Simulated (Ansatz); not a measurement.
# Lattice dynamics of InF (model cell, started as NiAs type)

How does InF (model cell, started as NiAs type) vibrate, and is this structure a minimum?

Program: Ansatz 0.2.0. Level of theory: DFT LDA, scalar-relativistic, plane waves, PAW. Results are calculated unless marked as measured.

The structure was built from a prototype and need not be the compound's stable phase.

### 1. Starting point

The structure is hexagonal, space group P6_3/mmc (No. 194). Conventional cell: a = 3.608 Å, b = 3.608 Å, c = 5.772 Å, α = 90.00°, β = 90.00°, γ = 120.00°. Nearest to In lie 6 F at 2.53 Å. Nearest to F lie 6 In at 2.53 Å. Farther neighbours and most contacts between anions are not listed.

### 2. Rough relaxation

The start is far from rest, so a relaxation with loose tolerances brings it close first.

File input.yaml:

```yaml
crystal:
  lattice:
    - [3.6078, 0.0, 0.0]
    - [-1.8039, 3.12445, 0.0]
    - [0.0, 0.0, 5.77248]
  atoms:
    - { symbol: In, position: [0.0, 0.0, 0.0] }
    - { symbol: In, position: [0.0, 0.0, 0.5] }
    - { symbol: F, position: [0.333333, 0.666667, 0.25] }
    - { symbol: F, position: [0.666667, 0.333333, 0.75] }
kpoints:
  mp_grid: { grid: [6, 6, 4] }
hamiltonian:
  xc: lda
scf:
  occupations: { method: gaussian, width: 0.1 }
output:
  forces: true
  stress: true
  eigenvalues: true
relax:
  adjacent_minimum: "off"
  f_tol: 0.05
  max_steps: 80
  cell: { stress_tol: 0.5 }
```

Launch:

```sh
ansatz run input.yaml --threads 4 --pin off --max-ram 7168MiB --backend cpu --events-out ev --progress --plain --runs-dir out
```

Numbers of over 12 decimals in the logs are rounded to 6 here.

The log of the run:

```text
[...]
F+E_penalty+E_count = -12502.14637730 eV   max|allowed force component| = 1.388e-17 eV/Å   (the final SCF, on the basis selected at the relaxed cell)
  cell:  # Å, volume = 64.3485 Å³
    - [3.123809, 0, 0]
    - [-1.561905, 2.705298, 0]
    - [0, 0, 7.614455]
  atoms:
    - { symbol: In, position: [0, 0, 0] }
    - { symbol: In, position: [0, 0, 0.500000] }
    - { symbol: F, position: [0.333333, 0.666667, 0.250000] }
    - { symbol: F, position: [0.666667, 0.333333, 0.750000] }
[key lines of the parts left out:]
SCF converged after 6 iterations
Free energy (F): -12502.146377 eV
Fermi energy:    9.201177 eV
P = ⅓ Tr σ = -0.0261 GPa (-0.261 kbar)
```

The job ended after 9.8 s (4 threads of Arm Neoverse V2, shared host; peak memory 0.37 GiB).

Step by step:

| step | energy less that of the first step (eV) | largest force component (eV/Å) | pressure (GPa) | volume (Å³) |
| --- | --- | --- | --- | --- |
| 1 | 0.0000 | 0.0000 | 11.72 | 65.07 |
| 2 | -0.3160 | 0.0000 | 1.63 | 73.20 |
| 3 | -0.3486 | 0.0000 | -0.31 | 74.64 |
| 4 | -0.3581 | 0.0000 | -0.58 | 74.25 |
| 5 | -0.3641 | 0.0000 | 0.10 | 73.05 |
| 6* | -0.4522 | 0.0000 | 1.75 | 73.05 |
| 7 | -0.4995 | 0.0000 | 0.68 | 72.84 |
| 8 | -0.5311 | 0.0000 | -0.56 | 71.88 |
| 9 | -0.5657 | 0.0000 | -1.54 | 68.94 |
| 10 | -0.5847 | 0.0000 | 0.08 | 66.20 |
| 11 | -0.5571 | 0.0000 | 1.30 | 61.29 |
| 12 | -0.5901 | 0.0000 | 0.09 | 64.73 |
| 13* | -0.6402 | 0.0000 | 1.26 | 64.73 |
| 14 | -0.6553 | 0.0000 | 0.02 | 64.74 |
| 15* | -0.6566 | 0.0000 | 0.04 | 64.74 |
| 16 | -0.6601 | 0.0000 | 0.32 | 63.71 |
| 17 | -0.6595 | 0.0000 | -0.02 | 64.35 |
| 18* | -0.6581 | 0.0000 | -0.03 | 64.35 |

Relaxation steps marked * repeat the geometry before them on a plane-wave basis chosen anew for their cell, so energy and pressure can jump there. Relaxation step 11 was tried and not accepted.

The run keeps the 24 symmetry operations that it works with, so distortions that break them were not tested.

| cell as run | before | after | change |
| --- | --- | --- | --- |
| a (Å) | 3.608 | 3.124 | -13.4 % |
| b (Å) | 3.608 | 3.124 | -13.4 % |
| c (Å) | 5.772 | 7.614 | +31.9 % |
| volume (Å³/atom) | 16.27 | 16.09 | -1.1 % |

The relaxed structure:

```xyz
4
Lattice="3.1238 0.0000 0.0000 -1.5619 2.7053 0.0000 0.0000 0.0000 7.6145" Properties=species:S:1:pos:R:3 pbc="T T T"
In    0.0000    0.0000    0.0000
In    0.0000    0.0000    3.8072
F     0.0000    1.8035    1.9036
F     1.5619    0.9018    5.7108
```

Numbers from this step:

| Quantity | Value |
| --- | --- |
| pressure | -0.02609 GPa |
| volume per atom | 16.09 Å³ |
| gap on the k-mesh | 0 eV |

In this step the volume went from 16.27 to 16.09 Å³/atom.

### 3. Relaxation

Harmonic phonons are second derivatives at a point where the forces vanish, and they are wanted at zero stress, so atoms and cell are relaxed first.

input.yaml, the sections that differ from step 2:

```yaml
crystal:
  lattice:
    - [3.1238090107, 0.0, 0.0]
    - [-1.5619045053, 2.7052979598, 0.0]
    - [0.0, 0.0, 7.6144551522]
  atoms:
    - { symbol: In, position: [0.0, 0.0, 0.0] }
    - { symbol: In, position: [0.0, 0.0, 0.5] }
    - { symbol: F, position: [0.3333333333, 0.6666666667, 0.25] }
    - { symbol: F, position: [0.6666666667, 0.3333333333, 0.75] }
kpoints:
  mp_grid: { grid: [15, 15, 6] }
relax:
  adjacent_minimum: "off"
  f_tol: 0.005
  max_steps: 80
  cell: { stress_tol: 0.05 }
# hamiltonian, scf, output: as in step 2
```

The log of the run:

```text
[...]
Crystal: 4 atoms, lattice volume = 64.348 Å³
Basis set: ecut = 420 eV, 1249 PW (Γ)
Bands: 24, of which v1, the nominal top of the filled ones, is band 20 counted from 1 (19 counted from 0)
Symmetry: 24 space group operations
[...]
k-points: 108 of 1350
[...]
--- Relaxed structure (6 steps of the walk, 6 accepted, 3 SCFs on fresh bases) ---
[...]
cell:  # Å, volume = 65.8811 Å³
    - [3.177054, -2.935959178320674e-11, 3.94911822478718e-19]
    - [-1.588527, 2.751410, -1.9745591123619997e-19]
    - [9.626191457474752e-19, 0, 7.536691]
  atoms:
    - { symbol: In, position: [0, 0, 0] }
    - { symbol: In, position: [0, 0, 0.5] }
    - { symbol: F, position: [0.333333, 0.666667, 0.25] }
    - { symbol: F, position: [0.666667, 0.333333, 0.75] }
[key lines of the parts left out:]
SCF converged after 5 iterations
Free energy (F): -12502.098516 eV
Fermi energy:    8.859824 eV
P = ⅓ Tr σ = 0.0047 GPa (0.047 kbar)
```

Elapsed: 18 s, on 4 threads; peak memory 0.46 GiB; 68 s of CPU time.

The steps of the relaxation:

| step | energy less that of the first step (eV) | largest force component (eV/Å) | pressure (GPa) | volume (Å³) |
| --- | --- | --- | --- | --- |
| 1 | 0.0000 | 0.0000 | 0.44 | 64.35 |
| 2 | -0.0008 | 0.0000 | 0.08 | 65.39 |
| 3 | -0.0002 | 0.0000 | -0.06 | 65.55 |
| 4 | -0.0004 | 0.0000 | 0.00 | 65.52 |
| 5* | -0.0054 | 0.0000 | 0.13 | 65.52 |
| 6 | -0.0047 | 0.0000 | 0.03 | 65.78 |
| 7* | -0.0057 | 0.0000 | 0.04 | 65.78 |
| 8 | -0.0054 | 0.0000 | 0.00 | 65.88 |
| 9* | -0.0058 | 0.0000 | 0.00 | 65.88 |

Relaxation steps marked * repeat the geometry before them on a plane-wave basis chosen anew for their cell, so energy and pressure can jump there.

The run keeps the 24 symmetry operations that it works with, so distortions that break them were not tested.

| conventional cell, symmetrised | before | after | change |
| --- | --- | --- | --- |
| a (Å) | 3.124 | 3.177 | +1.7 % |
| b (Å) | 3.124 | 3.177 | +1.7 % |
| c (Å) | 7.614 | 7.537 | -1.0 % |
| volume (Å³/atom) | 16.09 | 16.47 | +2.4 % |

Final coordinates:

```xyz
4
Lattice="3.1771 0.0000 0.0000 -1.5885 2.7514 0.0000 0.0000 0.0000 7.5367" Properties=species:S:1:pos:R:3 pbc="T T T"
In    0.0000    0.0000    0.0000
In    0.0000    0.0000    3.7683
F     0.0000    1.8343    1.8842
F     1.5885    0.9171    5.6525
```

Numbers from this step:

| Quantity | Value |
| --- | --- |
| pressure | 0.004654 GPa |
| volume per atom | 16.47 Å³ |

In this step the volume went from 16.09 to 16.47 Å³/atom.

### 4. Tight relaxation

Phonons need a cell at rest on their own settings, so the relaxation is repeated with tight tolerances on forces and stress, using the mesh and the filling of the phonon run that follows.

File input.yaml:

```yaml
crystal:
  lattice:
    - [3.1770540376, 0.0, 0.0]
    - [-1.5885270188, 2.7514095057, 0.0]
    - [0.0, 0.0, 7.5366905045]
  atoms:
    - { symbol: In, position: [0.0, 0.0, 0.0] }
    - { symbol: In, position: [0.0, 0.0, 0.5] }
    - { symbol: F, position: [0.3333333333, 0.6666666667, 0.25] }
    - { symbol: F, position: [0.6666666667, 0.3333333333, 0.75] }
kpoints:
  mp_grid: { grid: [15, 15, 6] }
hamiltonian:
  xc: lda
scf:
  occupations: { method: methfessel_paxton, width: 0.2 }
output:
  forces: true
  stress: true
  eigenvalues: true
  write_density: true
  write_potential: true
  elf: true
  volumetric_format: npy
relax:
  adjacent_minimum: "off"
  f_tol: 0.001
  max_steps: 60
  cell: { stress_tol: 0.01 }
```

The log of the run:

```text
[...]
Crystal: 4 atoms, lattice volume = 65.881 Å³
Basis set: ecut = 420 eV, 1321 PW (Γ)
Bands: 24, of which v1, the nominal top of the filled ones, is band 20 counted from 1 (19 counted from 0)
Symmetry: 24 space group operations
[...]
k-points: 108 of 1350
[...]
--- Relaxed structure (2 steps of the walk, 2 accepted, 1 SCFs on fresh bases) ---
[...]
cell:  # Å, volume = 65.8964 Å³
    - [3.177682, 0.0, 0.0]
    - [-1.588841, 2.751953, 0.0]
    - [0.0, 0.0, 7.535464]
  atoms:
    - { symbol: In, position: [0, 0, 0.0] }
    - { symbol: In, position: [0, 0, 0.5] }
    - { symbol: F, position: [0.333333, 0.666667, 0.25] }
    - { symbol: F, position: [0.666667, 0.333333, 0.75] }
[key lines of the parts left out:]
SCF converged after 6 iterations
Free energy (F): -12502.097675 eV
Fermi energy:    8.863653 eV
P = ⅓ Tr σ = 0.0044 GPa (0.044 kbar)
```

Elapsed: 6.8 s, on 4 threads; peak memory 0.46 GiB; 26 s of CPU time.

Little changed from the start: no atom moved by 0.005 Å and no cell edge by 0.1 %.

This step gave:

```yaml
pressure: 0.004412 GPa
```

Valence density in the ac plane at fractional y = 0.000, with atoms of In within 0.2 Å of it. It is the smooth field of the valence electrons, not physical close to the nuclei.

Ten steps, logarithmic in the rise over the least value, from '_' (0 e/Å³) to '@' (12 e/Å³), each cell a mean:
```
@@@@%%**==--::......::--==**%%@@
####**++--::....__....::--++**##
====--::::....______....::::--==
................................
__________......::......________
__________....::::::....________
__________....::::::....________
......____..............____....
----::::......______......::::--
****++==::....______....::==++**
%%%%##**==::..........::==**##%%
@@@@%%##++--::......::--++##%%@@
@@@@%%**==--::......::--==**%%@@
####**++--::....__....::--++**##
====--::::....______....::::--==
................................
__________......::......________
__________....::::::....________
__________....::::::....________
......____..............____....
----::::......______......::::--
****++==::....______....::==++**
%%%%##**==::..........::==**##%%
@@@@%%##++--::......::--++##%%@@
```
Columns run along a (3.2 Å), rows up along c (7.5 Å). Atoms in or near the plane, at fractional coordinates: In at (0.00, 0.00), In at (0.00, 0.50).

Electrostatic potential energy in the ac plane at fractional y = 0.000, with atoms of In within 0.2 Å of it. With pseudopotentials it is smooth inside the atoms' cores, unlike the true potential.

Values in eV, 24 rows by 16 columns, each cell a mean:
```
-36 -36 -34 -28 -16  -1   6   8   9   8   6  -1 -16 -28 -34 -36
-31 -30 -25 -17  -5   4   8  10  10  10   8   4  -5 -17 -25 -30
-12 -11  -6   0   5   8  10  11  12  11  10   8   5   0  -6 -11
  5   5   7   8  10  11  12  12  13  12  12  11  10   8   7   5
 10  10  11  11  12  12  13  13  13  13  12  13  12  11  11  10
 12  12  12  12  13  13  13  13  13  13  13  12  13  12  12  12
 11  11  12  12  13  13  13  13  13  13  12  13  13  12  12  11
  7   8   9  10  11  12  12  13  13  13  12  12  11  10   9   8
 -5  -3   0   4   7   9  11  12  12  12  11   9   7   4   0  -3
-26 -24 -19 -10   0   6   9  10  11  10   9   6   0 -10 -19 -24
-35 -35 -32 -25 -13   0   6   9  10   9   6   0 -13 -25 -32 -35
-35 -36 -36 -30 -19  -4   5   8   9   8   5  -4 -19 -30 -36 -36
-36 -36 -34 -28 -16  -1   6   8   9   8   6  -1 -16 -28 -34 -36
-31 -30 -25 -17  -5   4   8  10  10  10   8   4  -5 -17 -25 -30
-12 -11  -6   0   5   8  10  11  12  11  10   8   5   0  -6 -11
  5   5   7   8  10  11  12  12  13  12  12  11  10   8   7   5
 10  10  11  11  12  13  12  13  13  13  13  13  12  11  11  10
 12  12  12  12  13  12  13  13  13  13  13  13  13  12  12  12
 11  11  12  12  13  13  12  13  13  13  13  13  13  12  12  11
  7   8   9  10  11  12  12  13  13  13  12  12  11  10   9   8
 -5  -3   0   4   7   9  11  12  12  12  11   9   7   4   0  -3
-26 -24 -19 -10   0   6   9  10  11  10   9   6   0 -10 -19 -24
-35 -35 -32 -25 -13   0   6   9  10   9   6   0 -13 -25 -32 -35
-35 -36 -36 -30 -19  -4   5   8   9   8   5  -4 -19 -30 -36 -36
```
Columns run along a (3.2 Å; values clipped at the 3rd and 97th percentile), rows up along c (7.5 Å). Atoms in or near the plane, at fractional coordinates: In at (0.00, 0.00), In at (0.00, 0.50).

ELF in the ac plane at fractional y = 0.000, with atoms of In within 0.2 Å of it. It is the smooth field of the valence electrons, not physical close to the nuclei.

Ten even steps from '0' (0.00) to '9' (0.59), each cell a mean:
```
0013544434445310
2234433222334432
5544321111123445
3322112232211223
1111125676521111
0000247999742000
0000136898631000
2221112444211122
4443211111112344
3445432212234544
0014543333345410
0002544444445200
0013544434445310
2234433222334432
5544321111123445
3322112232211223
1111125676521111
0000247999742000
0000136898631000
2221112444211122
4443211111112344
3445432212234544
0014543333345410
0002544444445200
```
Columns run along a (3.2 Å), rows up along c (7.5 Å). Atoms in or near the plane, at fractional coordinates: In at (0.00, 0.00), In at (0.00, 0.50).

The forces vanish by symmetry and the pressure is 0.004 GPa, within the tolerances set. The cell now holds 16.47 Å³/atom.

### 5. Modes at Γ

The zone centre comes first: it holds the modes that light can see, as far as symmetry allows. No field response is asked, since the mesh shows no gap.

input.yaml, the sections that differ from step 4:

```yaml
crystal:
  lattice:
    - [3.1776817916, 0.0, 0.0]
    - [-1.5888408958, 2.7519531566, 0.0]
    - [0.0, 0.0, 7.5354644677]
  atoms:
    - { symbol: In, position: [0.0, 0.0, 0.0] }
    - { symbol: In, position: [0.0, 0.0, 0.5] }
    - { symbol: F, position: [0.3333333333, 0.6666666667, 0.25] }
    - { symbol: F, position: [0.6666666667, 0.3333333333, 0.75] }
output:
  eigenvalues: true
phonons:
  method: dfpt
# kpoints, hamiltonian, scf: as in step 4
# relax: removed
```

The log of the run:

```text
[...]
Crystal: 4 atoms, lattice volume = 65.896 Å³
Basis set: ecut = 420 eV, 1321 PW (Γ), exchange–correlation on 48×48×108 points (8 copies of the dense FFT grid, shifted against one another)
Bands: 24, of which v1, the nominal top of the filled ones, is band 20 counted from 1 (19 counted from 0)
Symmetry: 24 space group operations
k-points: 368 of 1350 (irreducible under 2 space group operations, time reversal used)
[...]
SCF iter   1: F=—  HF=-12502.161360 eV  |F-HF|=—  |Δ(HF+E_count)|=         —  Δρ=2.22e-2  dr2=2.48e-1  ethr=1.77e-3  ⟨swp⟩=5.2  Hψ=36463  notcnv=0
[...]
SCF iter  11: F=-12502.097676 eV  HF=-12502.097676 eV  |F-HF|=0.00e0  |Δ(HF+E_count)|=  3.64e-12  S|Δr|=    0.00e0  Δρ=4.30e-8  dr2=1.60e-12  ethr=1.00e-12  ⟨swp⟩=5.2  Hψ=35466  notcnv=0
SCF 1 converged in 11 iterations: F = -12502.097676 eV  dr2 = 1.60e-12
[...]
DFPT response loops at Γ: preconditioner auto → Kerker (q_TF=auto, 2.510 Å⁻¹) (partly filled bands, converged f_vac=0.009); β = 1.00, the filter's whole step (`scf.mixing.beta` (0.50) is not read by the response loops under this deck's `scf.mixing.preconditioner`; to damp them name `kerker` or `kerker_dos`, under which they read `scf.mixing.beta`, and type it under 1.00, their step now; both keys bind the ground state too); Broyden in place of MSR1
SCF converged after 11 iterations
[...]
Free energy (F): -12502.097676 eV
[...]
Internal energy: -12502.097871 eV  (E = F + TS)
E sigma→0 (E₀):  -12502.097725 eV
Entropy (-TS):   0.000195 eV (0.049 meV/atom)
Fermi energy:    8.863653 eV
[...]
--- Band table (eV; the first three rows and the last of 368) ---
  k-point 0: bands = [... 16 lower, 4.7332, 4.8391, 4.8391, 7.2733, 9.6422, 14.8483, 17.3978, 20.0009]
  k-point 1: bands = [... 16 lower, 4.7405, 4.8328, 4.8328, 6.8937, 10.0598, 14.2398, 18.0798, 20.0516]
  k-point 2: bands = [... 16 lower, 4.7601, 4.8133, 4.8133, 6.1220, 10.9490, 13.1402, 19.3845, 20.1992]
  k-point 367: bands = [... 16 lower, 4.1644, 4.2224, 7.0014, 7.4793, 11.5065, 11.6529, 13.3398, 13.4736]
--- Phonons (Γ-DFPT): 4 representative perturbations + reference, on 368 of 1350 k-points (Σ response iterations 12) ---
  k mesh reduced under 2 symmetry operations, with k and −k counted as one. Each operation leaves every solved perturbation unchanged. A smaller set is not used because it would not reduce the number of displacements times k-points to solve
  ASR residual: 2.430e-5 → 0.000e0 eV/Å²; symmetrization residual: 5.941e-6 eV/Å²
  ASR residual per site (eV/Å²): 2.43e-5 2.43e-5 1.27e-5 1.27e-5
  Γ frequencies (cm⁻¹): -96.85 -71.42 -71.42 -33.62 -33.62 0.00 0.00 0.00 39.18 39.18 156.23 208.73
  non-analytic LO–TO correction: not included (Born effective charges unavailable; polar crystals: no LO–TO splitting at Γ)
```

Wall time 67 s (4 threads); peak memory 2.2 GiB.

Numbers from this step:

| Item | Value |
| --- | --- |
| sum-rule residual before enforcement | 2.43e-5 eV/Å² |
| point group | 6/mmm |
| highest optical mode at the zone centre (no LO-TO term) | 208.7 cm⁻¹ |
| lowest optical zone-centre mode | -96.85 cm⁻¹ |

Patterns of degenerate modes are one choice out of their space. Modes at Γ, with each element's share of the kinetic energy (negative means imaginary):

| mode | frequency (cm⁻¹) | symmetry | In % | F % |
| --- | --- | --- | --- | --- |
| 1 | -96.8 | A2u | 14 | 86 |
| 2 | -71.4 | E1u | 14 | 86 |
| 3 | -71.4 | E1u | 14 | 86 |
| 4 | -33.6 | E2u | 100 | 0 |
| 5 | -33.6 | E2u | 100 | 0 |
| 6 | 0.0 | acoustic | 86 | 14 |
| 7 | 0.0 | acoustic | 86 | 14 |
| 8 | 0.0 | acoustic | 86 | 14 |
| 9 | 39.2 | E2g | 0 | 100 |
| 10 | 39.2 | E2g | 0 | 100 |
| 11 | 156.2 | B2u | 100 | 0 |
| 12 | 208.7 | B1g | 0 | 100 |

Displacements in mode 1 (-96.8 cm⁻¹), the largest set to 1:
```
In1  0.00  0.00 -0.17
In2  0.00  0.00 -0.17
F3   0.00  0.00  1.00
F4   0.00  0.00  1.00
```

Displacements in mode 11 (156.2 cm⁻¹), the largest set to 1:
```
In1  0.00  0.00  1.00
In2  0.00  0.00 -1.00
F3   0.00  0.00  0.00
F4   0.00  0.00  0.00
```

Before it was imposed, the acoustic sum rule was missed by 2.4e-5 eV/Å². Small misses are needed for a sound result but don't prove that mesh and cutoff are converged. The lowest optical mode is imaginary, 96.8i cm⁻¹, so the energy falls along it.

(Continued in part 2 of 2.)

[Logs are printed without paths, hosts, clocks, repeated set-up lines and the standing remarks that a program may print on its own settings, such as how far it seeks lower states.]

[Hosts, paths, dates, database ids (printed as entryN), source tags and the programs' standing remarks are cut or masked in the printed files.]
